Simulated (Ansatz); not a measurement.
**KZnIF2 (built on the sites of a database entry of KZnF3): phonons and vibrational spectra**

The cell of KZnIF2 (built on the sites of a database entry of KZnF3) is at rest. What are its phonons? After the zone centre comes a 2×2×2 q mesh on a 6×4×6 k mesh.

Calculated with Ansatz 0.2.0; DFT PBEsol, scalar-relativistic, plane waves, PAW.

The structure was built from a prototype and need not be the compound's stable phase.

## (1) The structure

The structure is tetragonal, space group P4/mmm (No. 123). The conventional cell has a = 4.382 Å, b = 4.382 Å, c = 5.323 Å, α = 90.00°, β = 90.00°, γ = 90.00°. Nearest to K lie 4 I at 3.10 Å. Zn has 4 F at 2.19 Å and 2 I at 2.66 Å nearest. Nearest to F lie 2 Zn at 2.19 Å. Nearest to I lie 2 Zn at 2.66 Å and 4 K at 3.10 Å. Farther neighbours and most contacts between anions are not listed.

## (2) Modes at Γ

The cell comes from relaxations at this level that are not shown. The zone centre comes first: it holds the modes that light can see, as far as symmetry allows. The response to a homogeneous field gives the Born charges and the dielectric tensor.

input.yaml

```yaml
crystal:
  lattice:
    - [4.3820292971, 0.0, 0.0]
    - [0.0, 5.3225750611, 0.0]
    - [0.0, 0.0, 4.3820292971]
  atoms:
    - { symbol: K, position: [0.0, 0.0, 0.0] }
    - { symbol: Zn, position: [0.5, 0.5, 0.5] }
    - { symbol: F, position: [0.5, 0.5, 0.0] }
    - { symbol: F, position: [0.0, 0.5, 0.5] }
    - { symbol: I, position: [0.5, 0.0, 0.5] }
kpoints:
  mp_grid: { grid: [6, 4, 6] }
hamiltonian:
  xc: pbesol
scf:
  occupations: { method: fixed }
output:
  eigenvalues: true
phonons:
  method: dfpt
  dielectric: true
  rigid_motions: translations
```

The run is started by

```console
> ansatz run input.yaml --threads 8 --pin off --max-ram 14336MiB --backend cpu --events-out ev --progress --plain --runs-dir out
```

Numbers of over 12 decimals in the logs are rounded to 6 here.

What it wrote:

```text
Engine: ansatz 0.2.0, aarch64-unknown-linux-gnu
Pseudopotentials: kind: paw
Pseudopotential: K, paw, valence charge 9, recommended cutoff 420 eV (normal), K.paw.azcp
Pseudopotential: Zn, paw, valence charge 12, recommended cutoff 420 eV (normal), Zn.paw.azcp
Pseudopotential: F, paw, valence charge 7, recommended cutoff 420 eV (normal), F.paw.azcp
Pseudopotential: I, paw, valence charge 17, recommended cutoff 420 eV (normal), I.paw.azcp
Functional definition: PBEsol
  exchange = pbesol_x
  correlation = pbesol_c
Crystal: 5 atoms, lattice volume = 102.205 Å³
Basis set: ecut = 420 eV, 2033 PW (Γ), exchange–correlation on 60×72×60 points (8 copies of the dense FFT grid, shifted against one another)
Bands: 32, of which v1, the nominal top of the filled ones, is band 26 counted from 1 (25 counted from 0)
Symmetry: 16 space group operations
k-points: 76 of 144 (irreducible under 1 space group operation, time reversal used)
Non-local potential: K, projectors of the file, l = 0: 3, l = 1: 2, l = 2: 2
Non-local potential: Zn, projectors of the file, l = 0: 2, l = 1: 2, l = 2: 3, l = 3: 1
Non-local potential: F, projectors of the file, l = 0: 2, l = 1: 2, l = 2: 1
Non-local potential: I, projectors of the file, l = 0: 2, l = 1: 2, l = 2: 2, l = 3: 2
PAW form: soft (Blöchl's): semilocal exchange-correlation on the pseudo side does not see the compensation charge
PAW frozen core: K, regenerated for the run's functional, and the local potential with it (the file was generated under x = pbe(κ = 0.804, μ = 0.219515), c = pbe(β = 0.066725))
PAW frozen core: Zn, regenerated for the run's functional, and the local potential with it (the file was generated under x = pbe(κ = 0.804, μ = 0.219515), c = pbe(β = 0.066725))
PAW frozen core: F, regenerated for the run's functional, and the local potential with it (the file was generated under x = pbe(κ = 0.804, μ = 0.219515), c = pbe(β = 0.066725))
PAW frozen core: I, regenerated for the run's functional, and the local potential with it (the file was generated under x = pbe(κ = 0.804, μ = 0.219515), c = pbe(β = 0.066725))
PAW one-centre angular grid: K, 110 points (default); XC on 64 Gauss nodes
PAW one-centre angular grid: Zn, 590 points (default); XC on 64 Gauss nodes
PAW one-centre angular grid: F, 110 points (default); XC on 64 Gauss nodes
PAW one-centre angular grid: I, 590 points (default); XC on 64 Gauss nodes
Initial density: superposition of atomic densities (neutral atoms: chi_scale 0, normalization atom), corrected by the library's trained network
Initial wavefunctions: pseudopotential atomic-orbital guess
Functional: x = pbesol(κ = 0.804, μ = 0.123457), c = pbesol(β = 0.046)
SCF iter   1: F=—  HF=-13833.051289 eV  |F-HF|=—  |Δ(HF+E_count)|=         —  Δρ=9.74e-3  dr2=6.31e-2  ethr=1.77e-3  ⟨swp⟩=5.3  Hψ=9838  notcnv=0  defer=287
preconditioner: auto → Resta (q_TF=auto, 2.438 Å⁻¹)  ε∞=3.9  [insulator: Δε(μ)=1.600 eV  Ē_g=13.565 eV  n_scr=28 (ndim 8)  ℏωp=23.2 eV  f_vac=0.101  ε∞_Penn≈3.9]
SCF iter   2: F=—  HF=-13833.034463 eV  |F-HF|=—  |Δ(HF+E_count)|=   1.68e-2  Δρ=2.66e-3  dr2=4.32e-3  ethr=1.21e-4  ⟨swp⟩=2.3  Hψ=4765  notcnv=0  defer=301
SCF iter   3: F=—  HF=-13833.033589 eV  |F-HF|=—  |Δ(HF+E_count)|=   8.74e-4  Δρ=9.22e-4  dr2=9.02e-4  ethr=8.32e-6  ⟨swp⟩=2.3  Hψ=4050  notcnv=0  defer=303
SCF iter   4: F=—  HF=-13833.033585 eV  |F-HF|=—  |Δ(HF+E_count)|=   4.44e-6  Δρ=2.17e-4  dr2=7.10e-5  ethr=1.74e-6  ⟨swp⟩=2.0  Hψ=3832  notcnv=0  defer=303
SCF iter   5: F=—  HF=-13833.033606 eV  |F-HF|=—  |Δ(HF+E_count)|=   2.14e-5  Δρ=1.96e-4  dr2=2.41e-5  ethr=1.37e-7  ⟨swp⟩=2.0  Hψ=3392  notcnv=0  defer=297
SCF iter   6: F=—  HF=-13833.033593 eV  |F-HF|=—  |Δ(HF+E_count)|=   1.29e-5  Δρ=2.96e-5  dr2=1.66e-6  ethr=4.64e-8  ⟨swp⟩=2.0  Hψ=3288  notcnv=0  defer=271
SCF iter   7: F=—  HF=-13833.033594 eV  |F-HF|=—  |Δ(HF+E_count)|=   8.14e-7  Δρ=1.26e-5  dr2=1.67e-7  ethr=3.19e-9  ⟨swp⟩=2.0  Hψ=4294  notcnv=0  defer=268
SCF iter   8: F=—  HF=-13833.033594 eV  |F-HF|=—  |Δ(HF+E_count)|=   2.97e-9  Δρ=3.99e-6  dr2=1.31e-8  ethr=3.21e-10  ⟨swp⟩=2.0  Hψ=4287  notcnv=0  defer=268
SCF iter   9: F=—  HF=-13833.033594 eV  |F-HF|=—  |Δ(HF+E_count)|=   7.64e-9  Δρ=9.83e-7  dr2=1.01e-9  ethr=2.52e-11  ⟨swp⟩=2.0  Hψ=4280  notcnv=0  defer=268
SCF iter  10: F=-13833.033594 eV  HF=-13833.033594 eV  |F-HF|=1.40e-10  |Δ(HF+E_count)|=   1.22e-9  Δρ=2.57e-7  dr2=8.75e-11  ethr=1.00e-12  ⟨swp⟩=14.0  Hψ=19334  notcnv=0
SCF 1 converged in 10 iterations: F = -13833.033594 eV  dr2 = 8.75e-11
  greatest PAW one-centre occupation: 0.999 electrons in one spin orbital (limit 2), on the I atom at site 4 (counted from 0), in its partial waves of l = 2
DFPT response loops at Γ: preconditioner auto → Resta (q_TF=auto, 2.438 Å⁻¹)  ε∞=6.0 (no band partly filled); β = 1.00, the filter's whole step (`scf.mixing.beta` (0.50) is not read by the response loops at its default; to damp them type it under 1.00, their step now; it binds the ground state too); Broyden in place of MSR1
── the response to a field inside a basis, on 8×6×8 k-points: an SCF that follows is theirs, and a resumed run solves both again ──
Bands: 27, of which v1, the nominal top of the filled ones, is band 26 counted from 1 (25 counted from 0)
k-points: 30 of 384
Initial density: handed on by an earlier stage of this run
Initial wavefunctions: pseudopotential atomic-orbital guess (no wavefunctions were taken with the density)
Eigensolver: Dense (30 Hₖ)
SCF iter   1: F=—  HF=-13833.016892 eV  |F-HF|=—  |Δ(HF+E_count)|=         —  Δρ=4.30e-4  dr2=4.54e-5  ethr=1.00e-1
preconditioner: auto → Resta (q_TF=auto, 2.438 Å⁻¹)  ε∞=5.6  [insulator: Δε(μ)=2.169 eV  Ē_g=10.857 eV  n_scr=28 (ndim 8)  ℏωp=23.2 eV  f_vac=0.089  ε∞_Penn≈5.6]
SCF iter   2: F=—  HF=-13833.016886 eV  |F-HF|=—  |Δ(HF+E_count)|=   5.77e-6  Δρ=1.98e-4  dr2=2.22e-5  ethr=8.74e-8
SCF iter   3: F=—  HF=-13833.016884 eV  |F-HF|=—  |Δ(HF+E_count)|=   1.41e-6  Δρ=8.61e-5  dr2=2.30e-6  ethr=4.27e-8
SCF iter   4: F=—  HF=-13833.016884 eV  |F-HF|=—  |Δ(HF+E_count)|=   7.47e-7  Δρ=1.64e-5  dr2=1.48e-7  ethr=4.42e-9
SCF iter   5: F=-13833.016884 eV  HF=-13833.016884 eV  |F-HF|=2.45e-8  |Δ(HF+E_count)|=   7.72e-8  Δρ=6.10e-6  dr2=1.55e-8  ethr=2.85e-10
SCF 1 converged in 5 iterations: F = -13833.016884 eV  dr2 = 1.55e-8
DFPT response loops at Γ: preconditioner auto → Resta (q_TF=auto, 2.438 Å⁻¹)  ε∞=5.3 (no band partly filled); β = 1.00, the filter's whole step (`scf.mixing.beta` (0.50) is not read by the response loops at its default; to damp them type it under 1.00, their step now; it binds the ground state too); Broyden in place of MSR1
WARN: field response: ε∞ stands inside a basis, on 8×6×8 points; the force constants stand on the 6×4×6 k-mesh, whose period is 9.98 times the interband length at k = (0.0000, 0.0000, 0.0000), direct gap 1.847 eV, under 14: take them and everything formed from them as unconverged, and compare with a denser kpoints.mp_grid
SCF converged after 10 iterations
Free energy (F): -13833.033594 eV
Harris-Foulkes:  -13833.033594 eV  (|F-HF|=1.40e-10)
Internal energy: -13833.033594 eV  (E = F + TS)
E sigma→0 (E₀):  -13833.033594 eV
Fermi energy:    4.266971 eV
--- Per-component energies (eV) ---
  E_band       = -522.330956
  E_kinetic    = 985.518070
  E_local      = -5578.856530  (includes V_loc(G=0)·N_el)
  E_nonlocal   = 695.069819
  E_hartree    = 2453.961404
  E_xc         = -552.148515
  E_vxc        = -545.712221  (∫ρ·V_xc dr)
  E_paw        = -7683.417412  (= ΣΔE_a)
  E_vpaw       = -986.276350  (= ΣTr[D̂ρ^β])
  E_aug_tail   = 0.003524  (compensation charges beyond the density's cutoff)
  E_ewald      = -4154.566221
  E_core_change = 1.402267  (= ΣΔE_core)
  E_smearing   = -0.000000  (= −TS)
  E_closure    = -0.000000  (closes the sum)
  Σ components = -13833.033594   (vs F -13833.033594, Δ=0.00e0)
--- Band table (eV; the first three rows and the last of 76) ---
  k-point 0: bands = [... 22 lower, 2.8568, 3.6505, 4.0965, 4.0965, 5.9435, 9.4554, 10.3205, 12.0527, ... 2 higher]
  k-point 1: bands = [... 22 lower, 2.8450, 3.5734, 3.6025, 3.9660, 6.4190, 9.9446, 10.9705, 12.5165, ... 2 higher]
  k-point 2: bands = [... 22 lower, 2.8195, 2.9296, 3.4139, 3.7274, 7.4289, 10.9674, 11.8607, 12.6475, ... 2 higher]
  k-point 75: bands = [... 22 lower, 3.3250, 3.8740, 3.8740, 4.2670, 9.7487, 9.7487, 11.0651, 11.4349, ... 2 higher]
--- Phonons (Γ-DFPT): 9 representative perturbations + reference, on 76 of 144 k-points (Σ response iterations 31) ---
  k mesh reduced under 1 symmetry operation, with k and −k counted as one. Each operation leaves every solved perturbation unchanged. A smaller set is not considered because the run solves the response to a homogeneous field
  ASR residual: 1.624e-4 → 0.000e0 eV/Å²; symmetrization residual: 2.565e-5 eV/Å²
  ASR residual per site (eV/Å²): 4.54e-5 1.18e-5 1.62e-4 1.62e-4 2.36e-6
  Γ frequencies (cm⁻¹): -120.44 -107.60 -107.60 0.00 0.00 0.00 32.88 32.88 118.62 152.80 184.25 184.25 184.27 215.10 215.10
  ε∞ (high-frequency dielectric tensor):
        3.215134     0.000000     0.000000
        0.000000     4.161902     0.000000
        0.000000     0.000000     3.215134
  softest optical mode at Γ: -120.44 cm⁻¹; the repairs (sum rule, projections) moved no ω² at Γ by more than (2.80 cm⁻¹)²
  Born effective charges Z* (e; rows j = field, columns β = displacement):
    site 0:
         1.13730    0.00000    0.00000
         0.00000    1.00486    0.00000
         0.00000    0.00000    1.13730
    site 1:
         2.32643    0.00000    0.00000
         0.00000    3.29371    0.00000
         0.00000    0.00000    2.32643
    site 2:
        -0.71115    0.00000    0.00000
         0.00000   -1.39083    0.00000
         0.00000    0.00000   -2.27704
    site 3:
        -2.27704    0.00000    0.00000
         0.00000   -1.39083    0.00000
         0.00000    0.00000   -0.71115
    site 4:
        -0.47554    0.00000    0.00000
         0.00000   -1.51692    0.00000
         0.00000    0.00000   -0.47554
  Z* charge neutrality: 2.919e-3 e pre-enforcement
  solved inside a basis spanned on kpoints, on 8×6×8 k-points, its susceptibility summed on 10×8×10: ε∞ is read to err by 1.5e-2, Z* by 2.4e-2 e (field_mesh: kpoints solves on kpoints); Z* is corrected for what the basis lacks
  optical modes at Γ without the LO–TO term, one row a degenerate level:
      ω (cm⁻¹)  modes    IR ((D/Å)²/amu)
       -120.44      1             2.0103
       -107.60      2            12.8894
         32.88      2             4.7378
        118.62      1             0.0000
        152.80      1             6.9049
        184.25      2             0.3481
        184.27      1             0.6252
        215.10      2             1.2741
  optical modes at Γ + LO–TO along q̂ = [1.0000, 0.0000, 0.0000]:
      ω (cm⁻¹)  modes    IR ((D/Å)²/amu)
       -120.44      1             2.0103
       -107.60      1             6.4447
        -54.80      1             0.1032
         32.88      1             2.3689
        118.62      1             0.0000
        152.80      1             6.9049
        173.15      1             1.1854
        184.25      1             0.1741
        184.27      1             0.6252
        195.58      1             1.0048
        215.10      1             0.6370
        258.77      1             7.3312
  optical modes at Γ + LO–TO along q̂ = [0.0000, 1.0000, 0.0000]:
      ω (cm⁻¹)  modes    IR ((D/Å)²/amu)
       -107.60      2            12.8894
        -98.72      1             0.4170
[...]
optical modes at Γ + LO–TO along q̂ = [0.0000, 0.0000, 1.0000]:
      ω (cm⁻¹)  modes    IR ((D/Å)²/amu)
       -120.44      1             2.0103
       -107.60      1             6.4447
        -54.80      1             0.1032
         32.88      1             2.3689
        118.62      1             0.0000
        152.80      1             6.9049
        173.15      1             1.1854
        184.25      1             0.1741
        184.27      1             0.6252
        195.58      1             1.0048
        215.10      1             0.6370
        258.77      1             7.3312
```

Elapsed: 43 s, on 8 threads of Arm Neoverse V2, shared host; peak memory 1.4 GiB.

A gap read on the k-mesh alone can miss the band edges.

This step gave:

```yaml
gap_on_the_k_mesh: 1.676 eV
volume_per_atom: 20.44 Å³
sum_rule_residual_before_enforcement: 1.62e-4 eV/Å²
miss_of_the_charge_sum_rule: 0.002919 e
estimated_error_of_the_dielectric_tensor: 0.01525
estimated_error_of_the_born_charges: 0.02385 e
point_group: 4/mmm
highest_optical_mode_at_the_zone_centre_no_lo_to_term: 215.1 cm⁻¹
lowest_optical_zone_centre_mode: -120.4 cm⁻¹
mean_high_frequency_dielectric_constant: 3.531
largest_born_charge_third_of_the_trace: 2.649 e
top_of_the_zone_centre_spectrum_with_the_field: 259.9 cm⁻¹
```

Without the LO-TO term. Patterns of degenerate modes are one choice out of their space. The modes at Γ (shares of kinetic energy by element, %) (negative means imaginary):

```tsv
mode	frequency (cm⁻¹)	symmetry	K %	Zn %	F %	I %
1	-120.4	A2u	82	1	10	7
2	-107.6	Eu	1	61	32	6
3	-107.6	Eu	1	61	32	6
4	0.0	acoustic	15	24	14	47
5	0.0	acoustic	15	24	14	47
6	0.0	acoustic	15	24	14	47
7	32.9	Eu	9	8	62	22
8	32.9	Eu	9	8	62	22
9	118.6	B2u	0	0	100	0
10	152.8	A2u	4	36	60	1
11	184.2	not assigned	1	7	89	4
12	184.2	not assigned	1	7	89	4
13	184.3	not assigned	0	40	16	45
14	215.1	Eu	75	1	3	21
15	215.1	Eu	75	1	3	21
```

Displacements in mode 1 (-120.4 cm⁻¹), the largest set to 1:
```
K1   0.00  1.00  0.00
Zn2  0.00 -0.07  0.00
F3   0.00 -0.36  0.00
F4   0.00 -0.36  0.00
I5   0.00 -0.17  0.00
```

Displacements in mode 13 (184.3 cm⁻¹), the largest set to 1:
```
K1   0.00  0.01  0.00
Zn2  0.00 -1.00  0.00
F3   0.00 -0.83  0.00
F4   0.00 -0.83  0.00
I5   0.00  0.76  0.00
```

Optical modes at the zone centre, without and with the macroscopic field of the longitudinal modes; each column is sorted by frequency, so a row need not hold one and the same mode. Modes with and without the field, by row:

```tsv
rank among optical modes	no field (cm⁻¹)	q along (1, 0, 0) (cm⁻¹)	q along (0, 1, 0) (cm⁻¹)
1	-120.4	-120.4	-107.6
2	-107.6	-107.6	-107.6
3	-107.6	-54.8	-98.7
4	32.9	32.9	32.9
5	32.9	118.6	32.9
6	118.6	152.8	118.6
7	152.8	173.2	181.3
8	184.2	184.2	184.2
9	184.2	184.3	184.2
10	184.3	195.6	215.1
11	215.1	215.1	215.1
12	215.1	258.8	259.9
```

Born charge (rows field, columns displacement) (e), principal values of the symmetric part by kind of site:

```tsv
atom	atoms with these values	low	middle	high	mean
K1	1	1.00	1.14	1.14	1.09
Zn2	1	2.33	2.33	3.29	2.65
F3	2	-2.28	-1.39	-0.71	-1.46
I5	1	-1.52	-0.48	-0.48	-0.82
```

In full for F3:

```
-0.71  0.00  0.00
 0.00 -1.39  0.00
 0.00  0.00 -2.28
```

High-frequency dielectric tensor:

```
3.22 0.00 0.00
0.00 4.16 0.00
0.00 0.00 3.22
```

Transverse modes; imaginary modes are left out. Lines of the infrared spectrum (strongest = 100):

```tsv
position (cm⁻¹)	lines merged	relative intensity
33	1	69
119	1	0.0
153	1	100
184	2	14
215	1	18
```

Before it was imposed, the acoustic sum rule was missed by 1.6e-4 eV/Å² and the charge sum rule by 0.0029 e. Small misses are needed for a sound result but don't prove that mesh and cutoff are converged. The lowest optical mode is imaginary, 120.4i cm⁻¹, so the energy falls along it.

The log warns of the k mesh: “the force constants stand on the 6×4×6 k-mesh, whose period is 9.98 times the interband length at k = (0.0000, 0.0000, 0.0000), direct gap 1.847 eV, under 14: take them and everything formed from them as unconverged”.

(Continued in part 2 of 2.)

[Logs are printed without paths, hosts, clocks, repeated set-up lines and the standing remarks that a program may print on its own settings, such as how far it seeks lower states.]

[Hosts, paths, dates, database ids (printed as entryN), source tags and the programs' standing remarks are cut or masked in the printed files.]
